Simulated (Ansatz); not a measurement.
# La2O3 (P-3m1): band gap by G0W0 on PBE, part 2 of 2

Aim: the quasiparticle gap of La2O3 (P-3m1), starting from PBE.

Ansatz 0.2.0; PBE, then G0W0 on it, plane waves, PAW. Known limits of the many-body steps: finite bands, screening cutoff and k mesh; no spin-orbit coupling in G0W0.

So far. Step 2 (Bands along the symmetry lines): Over mesh and path the gap is 3.841 eV, from k = (0.500, 0.000, 0.500) to k = (0.500, 0.000, 0.000). The least direct gap found is 3.966 eV, at k = (0.333, 0.333, 0.000).

In doubt: masses and optical values from hybrid runs of this build are listed as unsure (in some of the runs), which bears on the screening that GW takes from such a start.

## (3) One-shot GW

G0W0 replaces the xc potential by a self-energy built once from the orbitals of the start. Levels are corrected in the window of bands that the input names, at points of the mesh.

This step: G0W0 on PBE, plane waves, PAW.

Contents of input.yaml:

```yaml
crystal:
  lattice:
    - [3.930777878, 0.0, 0.0]
    - [-1.965388939, 3.404153499, 0.0]
    - [0.0, 0.0, 6.11195352]
  atoms:
    - { symbol: La, position: [0.66666667, 0.33333333, 0.75376432] }
    - { symbol: La, position: [0.33333333, 0.66666667, 0.24623568] }
    - { symbol: O, position: [0.66666667, 0.33333333, 0.35410935] }
    - { symbol: O, position: [0.33333333, 0.66666667, 0.64589065] }
    - { symbol: O, position: [0.0, 0.0, 0.0] }
kpoints:
  mp_grid: { grid: [6, 6, 2] }
hamiltonian:
  xc: pbe
scf:
  occupations: { method: fixed }
gw:
  n_empty_bands: 525
  ecut_chi: 200.0
  qp_bands: [v2, c2]
  qp_kpoints: band_edges
  screening: { model: contour_deformation }
```

Launch:

```
$ ansatz run input.yaml --threads 3 --pin off --max-ram 64512MiB --backend cuda --events-out ev --progress --plain --runs-dir out --devices 1 --max-vram 24GiB  # rebuilt from the run's record
```

Numbers of over 12 decimals in the logs are rounded to 6 here.

The log of the run:

```text
GPUs: using 1 of 1 available (devices: 1).
[...]
GPU FFT provider: cuFFT
GPU libraries: cuBLAS 13.8.2, cuFFT 12.4.0, cuSOLVER 12.3.4
Crystal: 5 atoms, lattice volume = 81.784 Å³
Basis set: ecut = 420 eV, 1641 PW (Γ)
Bands: 25, of which v1, the nominal top of the filled ones, is band 20 counted from 1 (19 counted from 0)
Symmetry: 12 space group operations
[...]
k-points: 14 of 72
[...]
GPU buffer pool allocated for 32805 grid points (all kernels)
[...]
SCF iter   1: F=—  HF=-14212.055244 eV  |F-HF|=—  |Δ(HF+E_count)|=         —  Δρ=2.31e-3  dr2=4.25e-3  ethr=1.77e-3  ⟨swp⟩=4.9  Hψ=1457  notcnv=0  defer=27
[...]
SCF iter   7: F=-14212.057189 eV  HF=-14212.057189 eV  |F-HF|=7.56e-9  |Δ(HF+E_count)|=   1.52e-7  Δρ=5.20e-6  dr2=2.43e-8  ethr=2.50e-10  ⟨swp⟩=12.8  Hψ=1445  notcnv=0
SCF 1 converged in 7 iterations: F = -14212.057189 eV  dr2 = 2.43e-8
[...]
NSCF: frozen V_eff on 14 k-points, pencils in batches of 32, up to order 100
the band table was solved once the SCF had ended and its energy, with any forces and stress, was formed, with the checks that follow a solve (1818 applications of the Hamiltonian). They found nothing against the state; the energy, forces and stress were not computed again (output.eigenvalues in the input reference)
[...]
NSCF: frozen V_eff on 14 k-points
G₀W₀ screening: q 1/14
[... further progress lines ...]
SCF converged after 7 iterations
Free energy (F): -14212.057189 eV
[...]
Internal energy: -14212.057189 eV  (E = F + TS)
E sigma→0 (E₀):  -14212.057189 eV
Fermi energy:    9.711240 eV
[...]
--- Band table (eV; the first three rows and the last of 14) ---
  k-point 0: bands = [... 16 lower, 8.0511, 9.3261, 9.3261, 9.5909, 13.9934, 14.2806, 14.2806, 14.8590, ... 1 higher]
  k-point 1: bands = [... 16 lower, 8.7020, 8.9239, 9.4227, 9.4227, 14.3529, 14.3960, 14.3960, 14.6294, ... 1 higher]
  k-point 2: bands = [... 16 lower, 8.5960, 8.9770, 9.3140, 9.5128, 14.0745, 14.3086, 14.4528, 14.8966, ... 1 higher]
  k-point 13: bands = [... 16 lower, 9.1494, 9.4324, 9.4324, 9.4852, 13.9477, 14.5206, 14.5817, 14.5817, ... 1 higher]
--- G₀W₀: contour deformation, 6 samples at zero and on the imaginary axis and 1 off it, 72 q-points, 525 empty bands' worth ---
  eigenvalues of the whole cell's RPA ε∞ on this k-mesh (on a slab, of 1 + 4πα/V) = 4.5272, 4.6036, 4.6036; static W/v taken at q = 0 is 0.219356
  bands read: the sum over 545 bands ends inside a degenerate multiplet in 1 slot, whose members it reads at an even weight; the widest, k=0: bands 545 to 546 (counted from 1) at 1/2 each
  gw.qp_kpoints: band_edges: 14 of 14 stored k-points solved, in 1 pass; an edge of the gap read off the rows below is read off those points alone
  `?` marks the rows in doubt; gw_qp.tsv's column doubts and the gw_qp event give each row's grounds
    ik  band        ε_KS         Σx   Σc(E_QP)       V_xc       Z   E_QP_lin       E_QP  E_QP is
     0    19      9.3261   -24.4141     4.0515   -19.6650  0.7363     8.6210     8.6285  root
     0    20      9.5909   -24.9388     4.0739   -20.2003  0.7390     8.9198     8.9262  root
     0    21     13.9934   -11.5614    -6.4178   -20.0169  0.7822    16.1063    16.0312  root
     0    22     14.2806   -11.9211    -6.4683   -20.3355  0.7769    16.2975    16.2268  root
     1    19      9.4227   -24.7648     4.0632   -20.0239  0.7362     8.7381     8.7450  root
     1    20      9.4227   -24.7648     4.0632   -20.0239  0.7362     8.7381     8.7450  root
     1    21     14.3529   -16.2026    -8.2797   -27.5377  0.7451    17.6805    17.4082  root ?
     1    22     14.3960   -14.4693    -7.5188   -24.5922  0.7567    17.1661    17.0001  root ?
     2    19      9.3140   -24.3554     4.0304   -19.6072  0.7380     8.5883     8.5963  root
     2    20      9.5128   -24.7657     4.1060   -19.9710  0.7376     8.8170     8.8241  root
     2    21     14.0745   -12.1430    -6.3412   -20.4704  0.7778    16.1323    16.0606  root
     2    22     14.3086   -13.5131    -7.0050   -22.8606  0.7649    16.7715    16.6510  root ?
     3    19      9.2895   -24.4057     4.0664   -19.6177  0.7365     8.5598     8.5679  root
     3    20      9.5545   -24.8250     4.0486   -20.0812  0.7390     8.8522     8.8592  root
     3    21     14.1378   -14.0710    -6.9752   -23.4817  0.7636    16.7013    16.5734  root ?
     3    22     14.4812   -15.5943    -8.0282   -26.4863  0.7483    17.5722    17.3451  root ?
     4    19      9.3662   -24.7392     4.0249   -19.9906  0.7406     8.6347     8.6425  root
     4    20      9.4386   -24.7936     4.1927   -19.8796  0.7357     8.7092     8.7173  root
     4    21     13.7216   -10.8325    -5.4108   -17.6743  0.7912    15.1806    15.1526  root
     4    22     14.3720   -15.3005    -7.7766   -25.8754  0.7522    17.3740    17.1704  root ?
     5    19      9.3809   -24.7133     4.1704   -19.8370  0.7355     8.6673     8.6750  root
     5    20      9.6373   -24.9782     4.0826   -20.1889  0.7388     8.9234     8.9307  root
     5    21     14.0963   -13.8226    -6.6295   -22.7165  0.7670    16.4623    16.3608  root ?
     5    22     14.4601   -14.1145    -6.9357   -23.4307  0.7618    16.9657    16.8406  root ?
     6    19      9.2978   -24.7309     4.0375   -19.9486  0.7397     8.5444     8.5530  root
     6    20      9.4126   -25.1105     4.1694   -20.2571  0.7367     8.7215     8.7286  root
     6    21     13.5539   -10.7028    -5.2074   -17.2465  0.7936    14.9128    14.8900  root
     6    22     14.3778   -15.8052    -8.0136   -26.7621  0.7500    17.5576    17.3212  root ?
     7    19      9.3436   -25.0840     4.0149   -20.3505  0.7436     8.6174     8.6250  root
     7    20      9.7112   -25.1451     4.0929   -20.3473  0.7384     8.9992     9.0064  root
     7    21     14.0830   -13.8556    -6.7073   -22.8642  0.7672    16.4899    16.3843  root ?
     7    22     14.3042   -13.9822    -6.7588   -23.0855  0.7654    16.7651    16.6487  root ?
     8    19      9.1555   -24.2349     4.0665   -19.4170  0.7390     8.3951     8.4040  root
     8    20      9.5286   -25.0029     4.1624   -20.1394  0.7366     8.8200     8.8275  root
     8    21     13.8888   -10.8522    -5.6113   -17.9839  0.7895    15.4431    15.4092  root
     8    22     14.2617   -13.8620    -6.9158   -23.1170  0.7633    16.7186    16.6009  root ?
     9    19      9.4470   -24.9025     4.1567   -20.0648  0.7356     8.7589     8.7660  root
     9    20      9.6127   -24.8302     4.0308   -20.0900  0.7403     8.8962     8.9034  root
     9    21     14.1900   -14.6711    -6.9985   -24.1558  0.7597    16.8131    16.6761  root ?
     9    22     14.3789   -13.8209    -7.0335   -23.2225  0.7630    16.8698    16.7470  root ?
    10    19      9.2853   -24.7817     4.2447   -19.7991  0.7347     8.5387     8.5474  root
    10    20      9.3564   -25.1638     4.0322   -20.4053  0.7448     8.6224     8.6300  root
    10    21     13.6647   -10.5836    -5.1370   -17.0059  0.7943    14.9709    14.9500  root
    10    22     14.2964   -14.2252    -7.2367   -23.9766  0.7607    16.9577    16.8111  root ?
    11    19      9.4185   -25.0044     4.0698   -20.2163  0.7408     8.6926     8.7002  root
    11    20      9.6913   -25.2463     4.0493   -20.4992  0.7406     8.9866     8.9936  root
    11    21     14.1578   -13.3036    -6.3508   -21.7687  0.7712    16.3557    16.2721  root
    11    22     14.2700   -13.8710    -6.8596   -23.0777  0.7654    16.7338    16.6170  root ?
    12    19      8.9176   -23.8440     4.4176   -18.5941  0.7281     8.0728     8.0853  root
    12    20      9.6032   -25.6333     3.9916   -20.9227  0.7488     8.8773     8.8842  root
    12    21     13.5690    -9.2188    -4.7085   -14.8413  0.8056    14.4921    14.4830  root
    12    22     14.4160   -14.6405    -7.4104   -24.6284  0.7557    17.1531    16.9935  root ?
    13    19      9.4324   -24.8869     4.1237   -20.0413  0.7365     8.7024     8.7104  root
    13    20      9.4852   -25.5211     4.0096   -20.8070  0.7475     8.7741     8.7809  root
    13    21     13.9477   -11.6842    -5.6312   -18.9873  0.7861    15.6613    15.6196  root
    13    22     14.5206   -13.6865    -7.0738   -23.0973  0.7608    16.9818    16.8576  root ?
```

Wall time 30 s (1 × NVIDIA H100 80GB HBM3 (shared by 3 runs) with 3 threads of AMD EPYC 7R13 (Zen 3), shared host); peak memory 1.9 GiB.

This step gave:

```
bands summed                                    : 545
RPA ε∞ on this mesh (eigenvalues)               : 4.527, 4.604, 4.604
plane waves in the screening matrix             : 537
q-points in the mesh                            : 72
G0W0 gap over the corrected points              : 5.477 eV
k of the valence top                            : 0, -0.5, -0.5
k of the conduction bottom                      : 0.3333, 0.3333, 0
starting gap on the mesh                        : 3.843 eV
Z at the valence top                            : 0.7384
Z at the conduction bottom                      : 0.8056
least direct G0W0 gap over the corrected points : 5.599 eV
```

Over all 14 irreducible mesh points the G0W0 gap is 5.477 eV, from k = (0.000, -0.500, -0.500) to k = (0.333, 0.333, 0.000). The PBE gap of this run on the mesh is 3.843 eV. Other states bound it: the two that bound the G0W0 gap lie 3.858 eV apart in PBE, so state for state the correction is 5.477 − 3.858 = +1.619 eV, while gap against gap it is 5.477 − 3.843 = +1.634 eV. The start of this run differs from the step before in mesh (12×12×4 and 6×6×2). The program marks 18 of the 56 corrected levels as in doubt (energies apart), neither edge state among them.

Labels follow the order of the start: v1 is the top filled band, c1 the lowest empty one; levels that stay degenerate share a row, the window can cut a multiplet, doubted levels are not marked in this list, bands outside the window were not corrected, and the list may be a part of the corrected levels. Levels before and after the correction, in eV, zero at the valence-band top of each column:

```tsv
	conduction bottom	valence top
Kohn-Sham	3.84	0.00
G0W0	5.48	0.00
```

```tsv
	level	occupation	energy (eV)
Kohn-Sham	(0 -0.5 -0.5) v2	2	-0.368
Kohn-Sham	(0 -0.5 -0.5) v1	2	0.000
Kohn-Sham	(0 -0.5 -0.5) c1	0	4.372
Kohn-Sham	(0 -0.5 -0.5) c2	0	4.593
Kohn-Sham	(0.333 0.333 0) v2	2	-0.794
Kohn-Sham	(0.333 0.333 0) v1	2	-0.108
Kohn-Sham	(0.333 0.333 0) c1	0	3.858
Kohn-Sham	(0.333 0.333 0) c2	0	4.705
G0W0	(0 -0.5 -0.5) v2	2	-0.381
G0W0	(0 -0.5 -0.5) v1	2	0.000
G0W0	(0 -0.5 -0.5) c1	0	7.378
G0W0	(0 -0.5 -0.5) c2	0	7.642
G0W0	(0.333 0.333 0) v2	2	-0.921
G0W0	(0.333 0.333 0) v1	2	-0.122
G0W0	(0.333 0.333 0) c1	0	5.477
G0W0	(0.333 0.333 0) c2	0	7.987
```

The parts of the quasiparticle energy for the two states that bound the G0W0 gap, in eV on the run's own scale (QP = start + Σx + Σc − Vxc, with Σc at the quasiparticle energy):

```tsv
edge	k	band	start	Σx	Σc	Vxc	Z	QP
valence top	(0.000, -0.500, -0.500)	20	9.711	−25.145	4.093	−20.347	0.738	9.006
conduction bottom	(0.333, 0.333, 0.000)	21	13.569	−9.219	−4.708	−14.841	0.806	14.483
```

## (4) Spin-orbit coupling

This run has two-component orbitals with spin-orbit coupling.

This step: DFT, PBE with spin-orbit coupling, plane waves, PAW.

input.yaml, the sections that differ from step 3:

```yaml
kpoints:
  mp_grid: { grid: [12, 12, 4] }
  band_path:
    path:
      - [0.0, 0.0, 0.0]
      - [0.5, 0.0, 0.0]
      - [0.3333333333, 0.3333333333, 0.0]
      - [0.0, 0.0, 0.5]
      - [0.5, 0.0, 0.5]
      - [0.3333333333, 0.3333333333, 0.5]
    npoints: 1
scf:
  occupations: { method: fixed }
  n_extra_bands: 10
magnetization:
  noncollinear: true
  spin_orbit: true
output:
  forces: true
  stress: true
  eigenvalues: true
# crystal, hamiltonian: as in step 3
# gw: removed
```

The log of the run:

```text
[...]
GPUs: using 1 of 1 available (devices: 1).
[...]
non-collinear run that drives no moment, with spin-orbit: no starting moment large enough to seed its density (crystal.atoms[].spin), no starting occupations that ask for one, no magnetisation constraint and no magnetic field, so the semilocal B_xc is pinned to zero
[...]
GPU FFT provider: cuFFT
GPU libraries: cuBLAS 13.8.2, cuFFT 12.4.0, cuSOLVER 12.3.4
Crystal: 5 atoms, lattice volume = 81.784 Å³
Basis set: ecut = 420 eV, 1641 PW (Γ), exchange–correlation on 54×54×90 points (8 copies of the dense FFT grid, shifted against one another)
Bands: 50, of which v1, the nominal top of the filled ones, is band 40 counted from 1 (39 counted from 0)
Symmetry: 12 space group operations + 12 with time reversal
[...]
k-points: 69 of 576
Projection manifold: j_resolved (fully-relativistic pseudo-atomic orbitals)
[...]
GPU buffer pool allocated for 32805 grid points (all kernels)
[...]
SCF iter   1: F=—  HF=-14223.080248 eV  |F-HF|=—  |Δ(HF+E_count)|=         —  Δρ=5.93e-2  dr2=2.74e0  dr2_m=0.00e0 (ungated)  ethr=3.10e-3  |M|=0.00e0 ∫|m|=0.00e0 μB  |m|>n=0.0e0 m-floor=0.0e0 τ_xc=0.0e0  β_m=0.30  ⟨swp⟩=3.8  Hψ=9048  notcnv=0  defer=272
[...]
spin=Noncollinear: Resta preconditioning applied to the charge; magnetization (m_x, m_y, m_z) channels mix plain (no charge-response kernel on spin).
SCF iter   2: F=—  HF=-14222.730264 eV  |F-HF|=—  |Δ(HF+E_count)|=   3.50e-1  Δρ=2.86e-2  dr2=8.25e-1  dr2_m=0.00e0 (ungated)  ethr=3.10e-3  |M|=0.00e0 ∫|m|=0.00e0 μB  |m|>n=0.0e0 m-floor=0.0e0 τ_xc=0.0e0  β_m=0.40  ⟨swp⟩=4.3  Hψ=3141  notcnv=0  defer=322
[...]
SCF iter   9: F=-14222.695085 eV  HF=-14222.695085 eV  |F-HF|=6.85e-8  |Δ(HF+E_count)|=   2.97e-6  Δρ=8.76e-6  dr2=7.41e-8  dr2_m=0.00e0 (ungated)  ethr=2.50e-10  |M|=0.00e0 ∫|m|=0.00e0 μB  |m|>n=0.0e0 m-floor=0.0e0 τ_xc=0.0e0  ⟨swp⟩=19.8  Hψ=12754  notcnv=0
SCF 1 converged in 9 iterations: F = -14222.695085 eV  dr2 = 7.41e-8
[...]
SCF converged after 9 iterations
Magnetization: |M| = 0.0000 μB,  M = (+0.0000, +0.0000, +0.0000) μB
Absolute magnetization: 0.0000 μB (∫|m|)
  site 0: m = (+0.0000, +0.0000, +0.0000) μB, |m| = 0.0000 μB  (R = 0.97 Å)
  site 1: m = (+0.0000, +0.0000, +0.0000) μB, |m| = 0.0000 μB  (R = 0.97 Å)
  site 2: m = (+0.0000, +0.0000, +0.0000) μB, |m| = 0.0000 μB  (R = 0.97 Å)
  site 3: m = (+0.0000, +0.0000, +0.0000) μB, |m| = 0.0000 μB  (R = 0.97 Å)
  site 4: m = (+0.0000, +0.0000, +0.0000) μB, |m| = 0.0000 μB  (R = 1.12 Å)
Free energy (F): -14222.695085 eV
[...]
Internal energy: -14222.695085 eV  (E = F + TS)
E sigma→0 (E₀):  -14222.695085 eV
Fermi energy:    9.731596 eV
[...]
--- Forces (eV/Å), atoms counted from 1 ---
  atom   1  La     0.00000000    -0.00000000     0.01426460
  atom   2  La    -0.00000000     0.00000000    -0.01426460
  atom   3  O     -0.00000000     0.00000000    -0.00828509
  atom   4  O     -0.00000000    -0.00000000     0.00828509
  atom   5  O      0.00000000     0.00000000     0.00000000
  max |Σ_I F_I| component: 3.73e-17 eV/Å
--- Stress (GPa, compression-positive) ---
        1.777031      -0.000000      -0.000000
       -0.000000       1.777031      -0.000000
       -0.000000       0.000000       2.060280
  P = ⅓ Tr σ = 1.8714 GPa (18.714 kbar)
--- Band table (eV; the first three rows and the last of 69) ---
  k-point 0: bands = [... 36 lower, 9.3628, 9.3628, 9.5964, 9.5964, 14.0038, 14.0038, 14.2751, 14.2751, ... 6 higher]
  k-point 1: bands = [... 36 lower, 9.3485, 9.3485, 9.4175, 9.4175, 14.1412, 14.1412, 14.3425, 14.3425, ... 6 higher]
  k-point 2: bands = [... 36 lower, 9.3740, 9.3740, 9.4784, 9.4784, 14.3659, 14.3659, 14.4038, 14.4038, ... 6 higher]
  k-point 68: bands = [... 36 lower, 9.4370, 9.4370, 9.5374, 9.5374, 13.9542, 13.9542, 14.5204, 14.5204, ... 6 higher]
```

Wall time 6.6 s (1 × NVIDIA H100 80GB HBM3 (shared by 3 runs) with 3 threads); peak memory 1 GiB; 11 s of CPU time.

This step gave:

| Property | Result |
| --- | --- |
| pressure | 1.871 GPa |
| gap | 3.828 eV |
| valence top at | L |
| conduction bottom at | M |
| least direct gap | 3.955 eV |

Over mesh and listed points the gap is 3.828 eV, from k = (0.500, 0.000, 0.500) to k = (0.500, 0.000, 0.000). The least direct gap found is 3.955 eV, at k = (0.333, 0.333, 0.000). PBE+SOC against PBE: 3.828 − 3.841 = −0.013 eV, with the same mesh, set of files (read in its fully relativistic form for the spin-orbit run) and cutoff, and both edges at the same k points. The spin-orbit run sees mesh and listed points alone, so its gap is an upper bound: the coupling can move an edge off these points, and the change over the zone, its sign included where it is small, is not known.

## (5) Side by side

Each gap is the least one over the points named; times are wall times on shared hosts, not benchmarks. A G0W0 time includes the run's own self-consistent start. Runs with listed points see these and the mesh alone, so an edge that moves elsewhere is missed. Rows marked * are further runs, not shown as steps, whose inputs differ from the G0W0 step on the same start in the columns given; solver thresholds can differ too. Symmetry makes (0.500, 0.000, 0.500) and (0.000, -0.500, -0.500) one point.

```tsv
level	mesh	files, cutoff	bands summed, screening	points	gap (eV)	valence top	conduction bottom	least direct gap (eV)	time
PBE	12×12×4	soft_2 PAW, 420 eV	-	mesh and path	3.841	(0.500, 0.000, 0.500)	(0.500, 0.000, 0.000)	3.966	11 s
PBE+SOC	12×12×4	soft_2 PAW, 420 eV	-	mesh and listed points	3.828	(0.500, 0.000, 0.500)	(0.500, 0.000, 0.000)	3.955	6.6 s
G0W0@PBE*	6×6×2	soft_2 PAW, 420 eV	205, 100 eV	all 14 irreducible mesh points	5.346	(0.000, -0.500, -0.500)	(0.333, 0.333, 0.000)	5.447	9.7 s
G0W0@PBE	6×6×2	soft_2 PAW, 420 eV	545, 200 eV	all 14 irreducible mesh points	5.477	(0.000, -0.500, -0.500)	(0.333, 0.333, 0.000)	5.599	30 s
G0W0@PBE*	6×6×2	soft_2 PAW, 420 eV	545, 200 eV, plasmon pole	all 14 irreducible mesh points	5.409	(0.000, -0.500, -0.500)	(0.333, 0.333, 0.000)	5.519	35 s
```

## (6) What came out

| Quantity | Value |
| --- | --- |
| PBE gap over mesh and path | 3.841 eV, from k = (0.500, 0.000, 0.500) to k = (0.500, 0.000, 0.000) |
| G0W0@PBE gap over all 14 irreducible mesh points | 5.477 eV, from k = (0.000, -0.500, -0.500) to k = (0.333, 0.333, 0.000) |
| PBE+SOC gap over mesh and listed points | 3.828 eV |
| GW settings | 6×6×2 mesh, 525 empty bands, screening to 200 eV |
| known limits | finite bands, screening cutoff and k mesh; no spin-orbit coupling in G0W0 |

In words: Over all 14 irreducible mesh points the G0W0 gap is 5.477 eV, from k = (0.000, -0.500, -0.500) to k = (0.333, 0.333, 0.000). The PBE gap of this run on the mesh is 3.843 eV. Other states bound it: the two that bound the G0W0 gap lie 3.858 eV apart in PBE, so state for state the correction is 5.477 − 3.858 = +1.619 eV, while gap against gap it is 5.477 − 3.843 = +1.634 eV. The valence state moves by 9.006 − 9.711 = −0.705 eV and the conduction state by 14.483 − 13.569 = +0.914 eV, on the run's own scale; with 205 bands the edge states move by −0.374 and +1.113 eV, so the split between the edges depends on the bands and cutoff. Both edges that PBE shows over mesh and path lie at k points where levels were corrected. G0W0 has the conduction bottom at another k point than that. Levels at other points were not corrected, so a lower G0W0 gap elsewhere in the zone is not ruled out. From 205 bands and 100 eV to 545 bands and 200 eV the gap moves by 5.477 − 5.346 = +0.131 eV; bands and screening cutoff rise together, so their parts are not told apart. Two runs can't test a law of convergence, so the limit is not known. With the plasmon pole model in place of the contour deformation model and all else as in the G0W0@PBE row with 545 bands, the gap differs by 5.409 − 5.477 = −0.068 eV. G0W0 on other starts in this series, not shown as steps and not all at these settings: 5.767 eV on HSE06 (6×6×2, soft_2 PAW, 545 bands, 200 eV) and 5.987 eV on PBE0 (6×6×2, soft_2 PAW, 545 bands, 200 eV). PBE+SOC against PBE: 3.828 − 3.841 = −0.013 eV, with the same mesh, set of files (read in its fully relativistic form for the spin-orbit run) and cutoff, and both edges at the same k points. The spin-orbit run sees mesh and listed points alone, so its gap is an upper bound: the coupling can move an edge off these points, and the change over the zone, its sign included where it is small, is not known. What spin-orbit coupling does to the G0W0 levels was not computed, so no sum with the G0W0 gap is formed. For the G0W0 step: the program marks 18 of the 56 corrected levels as in doubt (energies apart), neither edge state among them. The G0W0 runs are scalar-relativistic. The cell holds La; where the f levels lie against the gap was not analysed here. No pair of G0W0 runs that differ in the mesh alone is shown (6×6×2 is a supercell whose nearest images lie 12 Å apart), so the error from the mesh is not known here. G0W0 is shown with one set of atomic data (soft_2 PAW), so the error from the files is not known here.

[Paths, hosts, dates, memory and timing lines, banners, echoed tables and standing remarks are left out of the program output.]

[Logs are printed without paths, hosts, clocks, repeated set-up lines and the standing remarks that a program may print on its own settings, such as how far it seeks lower states.]

[Runs of the session that timed out or met a known fault of the program may be left out.]

[Cells called generated may have been cut or substituted from an entry of the Crystallography Open Database or the Materials Project.]

[Hosts, paths, dates, database ids (printed as entryN), source tags and the programs' standing remarks are cut or masked in the printed files.]

[Where an RPA ε∞ is given, it is that of the G0W0 mesh and is not shown converged in it. Names of k-points follow the symmetry that the program found, which can be lower than the space group named. Band edges on a path are those of the sampled points; other points can move an edge, and change direct to indirect where valleys lie close.]

[Hybrid gaps are those of their k-mesh and are not shown converged in it.]
